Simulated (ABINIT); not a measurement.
**KMgF3 (Pm-3m): G0W0 in ABINIT against the screening cutoff in the self-energy**

Wanted: the cheapest screening cutoff in the self-energy that holds the gap of KMgF3 (Pm-3m).

Method: PBE and many-body steps on it, plane waves, in ABINIT 10.8.3.

### 1. The structure

Symmetry: Pm-3m, No. 221, cubic system. Conventional cell: a = 3.986 Å, b = 3.986 Å, c = 3.986 Å, α = 90.00°, β = 90.00°, γ = 90.00°. Nearest to K lie 12 F at 2.82 Å. Nearest to Mg lie 6 F at 1.99 Å. Nearest to F lie 2 Mg at 1.99 Å and 4 K at 2.82 Å. Farther neighbours and most contacts between anions are not listed.

The cell and positions come from the Crystallography Open Database and are kept as given unless a step says otherwise.

### 2. Screening, 2×2×2 mesh, 122 bands, screening to 176.9 eV

This step: ABINIT 10.8.3; RPA screening on PBE, plane waves, norm-conserving pseudopotentials.

The RPA dielectric matrix is built and inverted for each q.

The input, run.abi:

```
acell 3*1.0 Angstrom
rprim 
  3.985900000000 0.000000000000 0.000000000000
  0.000000000000 3.985900000000 0.000000000000
  0.000000000000 0.000000000000 3.985900000000
ntypat 3
znucl 19 12 9
natom 5
typat 1 2 3 3 3
xred 
  0.500000000000 0.500000000000 0.500000000000
  0.000000000000 0.000000000000 0.000000000000
  0.500000000000 0.000000000000 0.000000000000
  0.000000000000 0.500000000000 0.000000000000
  0.000000000000 0.000000000000 0.500000000000
pp_dirpath "pseudos"
pseudos "K.upf, Mg.upf, F.upf"
ecut 38
ngkpt 2 2 2
nshiftk 1
shiftk 0 0 0
kptopt 1
chksymbreak 0
istwfk *1
occopt 1
irdwfk 1
optdriver 3
nband 122
ecuteps 6.5
inclvkb 2
awtr 1
symchi 1
indata_prefix "in"
outdata_prefix "out"
tmpdata_prefix "tmp"
```

Run with:

```console
> OMP_NUM_THREADS=1 mpirun -n 4 abinit run.abi > log
```

What it wrote:

```text
.Version 10.8.3 of ABINIT. v10.8.2 released Aug 2026.

 Symmetries : space group Pm -3 m (#221); Bravais cP (primitive cubic)
[... echo of the input left out ...]
== DATASET  1 ==================================================================
-   mpi_nproc: 4, omp_nthreads: 1 (-1 if OMP is not activated)

--- !DatasetInfo
iteration_state: {dtset: 1, }
dimensions: {natom: 5, nkpt: 4, mband: 122, nsppol: 1, nspinor: 1, nspden: 1, mpw: 4801, }
cutoff_energies: {ecut:  38.0, pawecutdg:  -1.0, }
electrons: {nelect:   4.00000000E+01, charge:   0.00000000E+00, occopt:   1.00000000E+00, tsmear:   1.00000000E-02, }

 SCREENING: Calculation of the susceptibility and dielectric matrices

 Based on a program developped by R.W. Godby, V. Olevano, G. Onida, and L. Reining.
 Incorporated in ABINIT by V. Olevano, G.-M. Rignanese, and M. Torrent.
.Using double precision arithmetic ; gwpc =  8

[... cell and pseudopotentials left out ...]
--------------------------------------------------------------------------------

 ==== K-mesh for the wavefunctions ====
 Number of points in the irreducible wedge :     4
[... list of points left out ...]
 Together with 48 symmetry operations and time-reversal symmetry
 yields     8 points in the full Brillouin Zone.

 ==== Q-mesh for the screening function ====
 Number of points in the irreducible wedge :     4
[... list of points left out ...]
 Together with 48 symmetry operations and time-reversal symmetry
 yields     8 points in the full Brillouin Zone.

 setmesh: FFT mesh size selected  =    30x   30x   30
          total number of points  =        27000

 vcoul_init : cutoff-mode = AUXILIARY_FUNCTION
 q-points for optical limit:   1
     1)      0.000010    0.000020    0.000030

- screening: taking advantage of time-reversal symmetry
- Maximum band index for partially occupied states nbvw = 20
- Remaining bands to be divided among processors   nbcw = 102
- Number of bands treated by each node ~25

 Number of electrons calculated from density =   40.0000; Expected =   40.0000
 average of density, n =  0.093602
 r_s =    1.3663
 omega_plasma =   29.5119 [eV]

 calculating chi0 at frequencies [eV] :
  1    0.000000E+00    0.000000E+00
  2    0.000000E+00    2.951194E+01

--------------------------------------------------------------------------------
  q-point number  1        q = ( 0.000000, 0.000000, 0.000000) [r.l.u.]
--------------------------------------------------------------------------------
[... chi0 elements left out ...]
 For q-point:  0.000010 0.000020 0.000030
  dielectric constant =   2.0273
  dielectric constant without local fields =   2.1810

  Average fulfillment of the sum rule on Im[epsilon] for q-point    1 :     52.46  [%]
[... wings left out ...]
  q-point number  2        q = ( 0.500000, 0.000000, 0.000000) [r.l.u.]
--------------------------------------------------------------------------------
[... chi0 elements left out ...]
  Average fulfillment of the sum rule on Im[epsilon] for q-point    2 :     58.57  [%]

 [... 2 further q-points ...]
```

It took 14 s on 4 MPI ranks of Arm Neoverse V1, shared host; peak memory 0.78 GiB; 57 s of CPU time.

Numbers from this step:

* ε∞ with local fields, on this mesh, along the program's q direction: 2.027
* the same without local fields: 2.181
* plasma frequency: 29.51 eV
* plane waves in the screening matrix: 341

Local fields lower ε∞ by 7 %. On a Γ-centred mesh this coarse the value itself is usually too large, while a short band sum pulls it down.

### 3. 0.7 Ha

This step: G0W0 on PBE, plane waves, norm-conserving pseudopotentials.

run.abi: that of step 2 with these lines changed.

```diff
@@ -26,8 +26,17 @@
 irdwfk 1
-optdriver 3
+optdriver 4
 nband 122
-ecuteps 6.5
-inclvkb 2
-awtr 1
-symchi 1
+gwcalctyp 0
+ecutsigx 38
+symsigma 1
+nkptgw 2
+kptgw 
+  0.5000000000 0.5000000000 0.5000000000
+  0.0000000000 0.0000000000 0.0000000000
+bdgw 
+  18 23
+  18 23
+ecuteps 0.7
+irdscr 1
+ppmodel 1
 indata_prefix "in"
```

What it wrote:

```text
.Version 10.8.3 of ABINIT. v10.8.2 released Aug 2026.

 Symmetries : space group Pm -3 m (#221); Bravais cP (primitive cubic)
[... echo of the input left out ...]
== DATASET  1 ==================================================================
-   mpi_nproc: 4, omp_nthreads: 1 (-1 if OMP is not activated)

--- !DatasetInfo
iteration_state: {dtset: 1, }
dimensions: {natom: 5, nkpt: 4, mband: 122, nsppol: 1, nspinor: 1, nspden: 1, mpw: 4801, }
cutoff_energies: {ecut:  38.0, pawecutdg:  -1.0, }
electrons: {nelect:   4.00000000E+01, charge:   0.00000000E+00, occopt:   1.00000000E+00, tsmear:   1.00000000E-02, }

 SIGMA: Calculation of the GW corrections

 Based on a program developped by R.W. Godby, V. Olevano, G. Onida, and L. Reining.
 Incorporated in ABINIT by V. Olevano, G.-M. Rignanese, and M. Torrent.
.Using double precision arithmetic ; gwpc =  8

[... cell and pseudopotentials left out ...]
--------------------------------------------------------------------------------

 ==== K-mesh for the wavefunctions ====
 Number of points in the irreducible wedge :     4
[... list of points left out ...]
 Together with 48 symmetry operations and time-reversal symmetry
 yields     8 points in the full Brillouin Zone.

 ==== Q-mesh for screening function ====
 Number of points in the irreducible wedge :     4
[... list of points left out ...]
 Together with 48 symmetry operations and time-reversal symmetry
 yields     8 points in the full Brillouin Zone.

 vcoul_init : cutoff-mode = AUXILIARY_FUNCTION
 q-points for optical limit:   1
     1)      0.000010    0.000020    0.000030
 setmesh: FFT mesh size selected  =    45x   45x   45
          total number of points  =        91125

 Number of electrons calculated from density =   40.0000; Expected =   40.0000
 average of density, n =  0.093602
 r_s =    1.3663
 omega_plasma =   29.5119 [eV]

 === KS Band Gaps ===
  >>>> For spin  1
   Minimum direct gap =   7.6793 [eV], located at k-point      :   0.0000  0.0000  0.0000
   Fundamental gap    =   7.3534 [eV], Top of valence bands at :   0.5000  0.5000  0.5000
                                       Bottom of conduction at :   0.0000  0.0000  0.0000
 SIGMA fundamental parameters:
 PLASMON POLE MODEL  1
 number of plane-waves for SigmaX                 4801
 number of plane-waves for SigmaC and W             19
 number of plane-waves for wavefunctions          4801
 number of bands                                   122
 number of independent spin polarizations            1
 number of spinorial components                      1
 number of k-points in IBZ                           4
 number of q-points in IBZ                           4
 number of symmetry operations                      48
 number of k-points in BZ                            8
 number of q-points in BZ                            8
 number of frequencies for dSigma/dE                 9
 frequency step for dSigma/dE [eV]                0.25
 number of omega for Sigma on real axis              0
 max omega for Sigma on real axis  [eV]           0.00
 zcut for avoiding poles [eV]                     0.10

 EPSILON^-1 parameters (SCR file):
 dimension of the eps^-1 matrix on file            341
 dimension of the eps^-1 matrix used                19
 number of plane-waves for wavefunctions          4801
 number of bands                                   122
 number of q-points in IBZ                           4
 number of frequencies                               2
 number of real frequencies                          1
 number of imag frequencies                          1

 matrix elements of self-energy operator (all in [eV])

 Perturbative Calculation

--- !SelfEnergy_ee
iteration_state: {dtset: 1, }
kpoint     : [   0.500,    0.500,    0.500, ]
spin       : 1
KS_gap     :   10.483
QP_gap     :   16.957
Delta_QP_KS:    6.473
data: !SigmaeeData |
     Band     E0 <VxcDFT>   SigX SigC(E0)      Z dSigC/dE  Sig(E)    E-E0       E
       18   0.825 -22.989 -30.354   2.953   0.895  -0.118 -26.935  -3.946  -3.121
       19   0.825 -22.989 -30.354   2.953   0.895  -0.118 -26.935  -3.946  -3.121
       20   0.825 -22.989 -30.354   2.953   0.895  -0.118 -26.935  -3.946  -3.121
       21  11.308 -11.314  -5.632  -2.900   0.908  -0.101  -8.787   2.527  13.835
       22  11.308 -11.314  -5.632  -2.900   0.908  -0.101  -8.787   2.527  13.835
       23  11.308 -11.314  -5.632  -2.900   0.908  -0.101  -8.787   2.527  13.835

--- !SelfEnergy_ee
iteration_state: {dtset: 1, }
kpoint     : [   0.000,    0.000,    0.000, ]
spin       : 1
KS_gap     :    7.679
QP_gap     :   13.175
Delta_QP_KS:    5.496
data: !SigmaeeData |
     Band     E0 <VxcDFT>   SigX SigC(E0)      Z dSigC/dE  Sig(E)    E-E0       E
[...]
21   8.179 -10.716  -6.020  -2.942   0.908  -0.101  -9.123   1.594   9.772
       22  10.942 -10.106  -4.678  -2.875   0.909  -0.100  -7.784   2.322  13.264
       23  10.942 -10.106  -4.678  -2.875   0.909  -0.100  -7.784   2.322  13.264

== END DATASET(S) ==============================================================
================================================================================

 -outvars: echo values of variables after computation  --------
           etotal      0.0000000000E+00
            nband         122
             nkpt           4
          spgroup         221
 [... the other variables as echoed above ...]

 Calculation completed.
```

Run time: 3.9 s. Hardware: 4 MPI ranks; peak memory 0.64 GiB; 15 s of CPU time.

Numbers from this step:

| Item | Value |
| --- | --- |
| G0W0 gap on the points computed | 12.89 eV |
| starting gap on the mesh | 7.353 eV |
| k of the valence top | 0.5, 0.5, 0.5 |
| k of the conduction bottom | 0, 0, 0 |
| Z at the valence top | 0.895 |
| Z at the conduction bottom | 0.908 |
| least direct G0W0 gap on the computed points | 13.18 eV |

### 4. 1.3 Ha

run.abi: that of step 3 with these lines changed.

```diff
@@ -38,3 +38,3 @@
   18 23
-ecuteps 0.7
+ecuteps 1.3
 irdscr 1
```

What it wrote:

```text
.Version 10.8.3 of ABINIT. v10.8.2 released Aug 2026.

 Symmetries : space group Pm -3 m (#221); Bravais cP (primitive cubic)
[... echo of the input left out ...]
== DATASET  1 ==================================================================
-   mpi_nproc: 4, omp_nthreads: 1 (-1 if OMP is not activated)

--- !DatasetInfo
iteration_state: {dtset: 1, }
dimensions: {natom: 5, nkpt: 4, mband: 122, nsppol: 1, nspinor: 1, nspden: 1, mpw: 4801, }
cutoff_energies: {ecut:  38.0, pawecutdg:  -1.0, }
electrons: {nelect:   4.00000000E+01, charge:   0.00000000E+00, occopt:   1.00000000E+00, tsmear:   1.00000000E-02, }

 SIGMA: Calculation of the GW corrections

 Based on a program developped by R.W. Godby, V. Olevano, G. Onida, and L. Reining.
 Incorporated in ABINIT by V. Olevano, G.-M. Rignanese, and M. Torrent.
.Using double precision arithmetic ; gwpc =  8

[... cell and pseudopotentials left out ...]
--------------------------------------------------------------------------------

 ==== K-mesh for the wavefunctions ====
 Number of points in the irreducible wedge :     4
[... list of points left out ...]
 Together with 48 symmetry operations and time-reversal symmetry
 yields     8 points in the full Brillouin Zone.

 ==== Q-mesh for screening function ====
 Number of points in the irreducible wedge :     4
[... list of points left out ...]
 Together with 48 symmetry operations and time-reversal symmetry
 yields     8 points in the full Brillouin Zone.

 vcoul_init : cutoff-mode = AUXILIARY_FUNCTION
 q-points for optical limit:   1
     1)      0.000010    0.000020    0.000030
 setmesh: FFT mesh size selected  =    45x   45x   45
          total number of points  =        91125

 Number of electrons calculated from density =   40.0000; Expected =   40.0000
[...]
number of omega for Sigma on real axis              0
 max omega for Sigma on real axis  [eV]           0.00
 zcut for avoiding poles [eV]                     0.10

 EPSILON^-1 parameters (SCR file):
 dimension of the eps^-1 matrix on file            341
 dimension of the eps^-1 matrix used                27
 number of plane-waves for wavefunctions          4801
 number of bands                                   122
 number of q-points in IBZ                           4
 number of frequencies                               2
 number of real frequencies                          1
 number of imag frequencies                          1

 matrix elements of self-energy operator (all in [eV])

 Perturbative Calculation

--- !SelfEnergy_ee
iteration_state: {dtset: 1, }
kpoint     : [   0.500,    0.500,    0.500, ]
spin       : 1
KS_gap     :   10.483
QP_gap     :   16.610
Delta_QP_KS:    6.127
data: !SigmaeeData |
     Band     E0 <VxcDFT>   SigX SigC(E0)      Z dSigC/dE  Sig(E)    E-E0       E
       18   0.825 -22.989 -30.354   3.170   0.887  -0.128 -26.708  -3.719  -2.894
       19   0.825 -22.989 -30.354   3.170   0.887  -0.128 -26.708  -3.719  -2.894
       20   0.825 -22.989 -30.354   3.170   0.887  -0.128 -26.708  -3.719  -2.894
[...]
--- !SelfEnergy_ee
iteration_state: {dtset: 1, }
kpoint     : [   0.000,    0.000,    0.000, ]
spin       : 1
KS_gap     :    7.679
QP_gap     :   12.810
Delta_QP_KS:    5.131
data: !SigmaeeData |
     Band     E0 <VxcDFT>   SigX SigC(E0)      Z dSigC/dE  Sig(E)    E-E0       E
[...]
22  10.942 -10.106  -4.678  -2.975   0.907  -0.103  -7.882   2.224  13.166
       23  10.942 -10.106  -4.678  -2.975   0.907  -0.103  -7.882   2.224  13.166

== END DATASET(S) ==============================================================
================================================================================

 -outvars: echo values of variables after computation  --------
           etotal      0.0000000000E+00
            nband         122
             nkpt           4
          spgroup         221
 [... the other variables as echoed above ...]

 Calculation completed.
```

The job ended after 3.9 s (4 MPI ranks; peak memory 0.64 GiB).

This step gave:

| Property | Result |
| --- | --- |
| G0W0 gap on the points computed | 12.52 eV |
| starting gap on the mesh | 7.353 eV |
| k of the valence top | 0.5, 0.5, 0.5 |
| k of the conduction bottom | 0, 0, 0 |
| Z at the valence top | 0.887 |
| Z at the conduction bottom | 0.905 |
| least direct G0W0 gap on the computed points | 12.81 eV |

### 5. 2.3 Ha

The self-energy is evaluated for the states that the input lists, and the levels follow from it, in one-shot runs by the linearised quasiparticle equation.

run.abi: that of step 4 with these lines changed.

```diff
@@ -38,3 +38,3 @@
   18 23
-ecuteps 1.3
+ecuteps 2.3
 irdscr 1
```

What it wrote:

```text
.Version 10.8.3 of ABINIT. v10.8.2 released Aug 2026.

 Symmetries : space group Pm -3 m (#221); Bravais cP (primitive cubic)
[... echo of the input left out ...]
== DATASET  1 ==================================================================
-   mpi_nproc: 4, omp_nthreads: 1 (-1 if OMP is not activated)

--- !DatasetInfo
iteration_state: {dtset: 1, }
dimensions: {natom: 5, nkpt: 4, mband: 122, nsppol: 1, nspinor: 1, nspden: 1, mpw: 4801, }
cutoff_energies: {ecut:  38.0, pawecutdg:  -1.0, }
[...]
Band     E0 <VxcDFT>   SigX SigC(E0)      Z dSigC/dE  Sig(E)    E-E0       E
[...]
22  10.942 -10.106  -4.678  -3.043   0.903  -0.108  -7.953   2.154  13.096
       23  10.942 -10.106  -4.678  -3.043   0.903  -0.108  -7.953   2.154  13.096

== END DATASET(S) ==============================================================
================================================================================

 -outvars: echo values of variables after computation  --------
           etotal      0.0000000000E+00
            nband         122
             nkpt           4
          spgroup         221
 [... the other variables as echoed above ...]

 Calculation completed.
```

Wall time 4.3 s (4 MPI ranks); peak memory 0.63 GiB; 17 s of CPU time.

This step gave:

```yaml
g0w0_gap_on_the_points_computed: 11.41 eV
starting_gap_on_the_mesh: 7.353 eV
k_of_the_valence_top: 0.5, 0.5, 0.5
k_of_the_conduction_bottom: 0, 0, 0
least_direct_g0w0_gap_on_the_computed_points: 11.74 eV
```

The gap on the mesh goes from 7.35 eV to 11.41 eV, a correction of +4.06 eV.

(Part 1 of 2 ends here.)

[Paths, hosts, dates, memory and timing lines, banners, echoed tables and standing remarks are left out of the program output.]

[Logs are printed without paths, hosts, clocks, repeated set-up lines and the standing remarks that a program may print on its own settings, such as how far it seeks lower states.]

[Runs of the session that timed out or met a known fault of the program may be left out.]

[Hosts, paths, dates, database ids (printed as entryN), source tags and the programs' standing remarks are cut or masked in the printed files.]

[G0W0 gaps are taken among the corrected bands and points alone; a level outside them can change the order at an edge.]

[Where Ansatz stands beside ABINIT at settings called matched, ABINIT's density can come from a denser mesh and the files from another edition; pairs whose starting gaps differed by over 0.03 eV were left out, so agreement reads better than it is.]
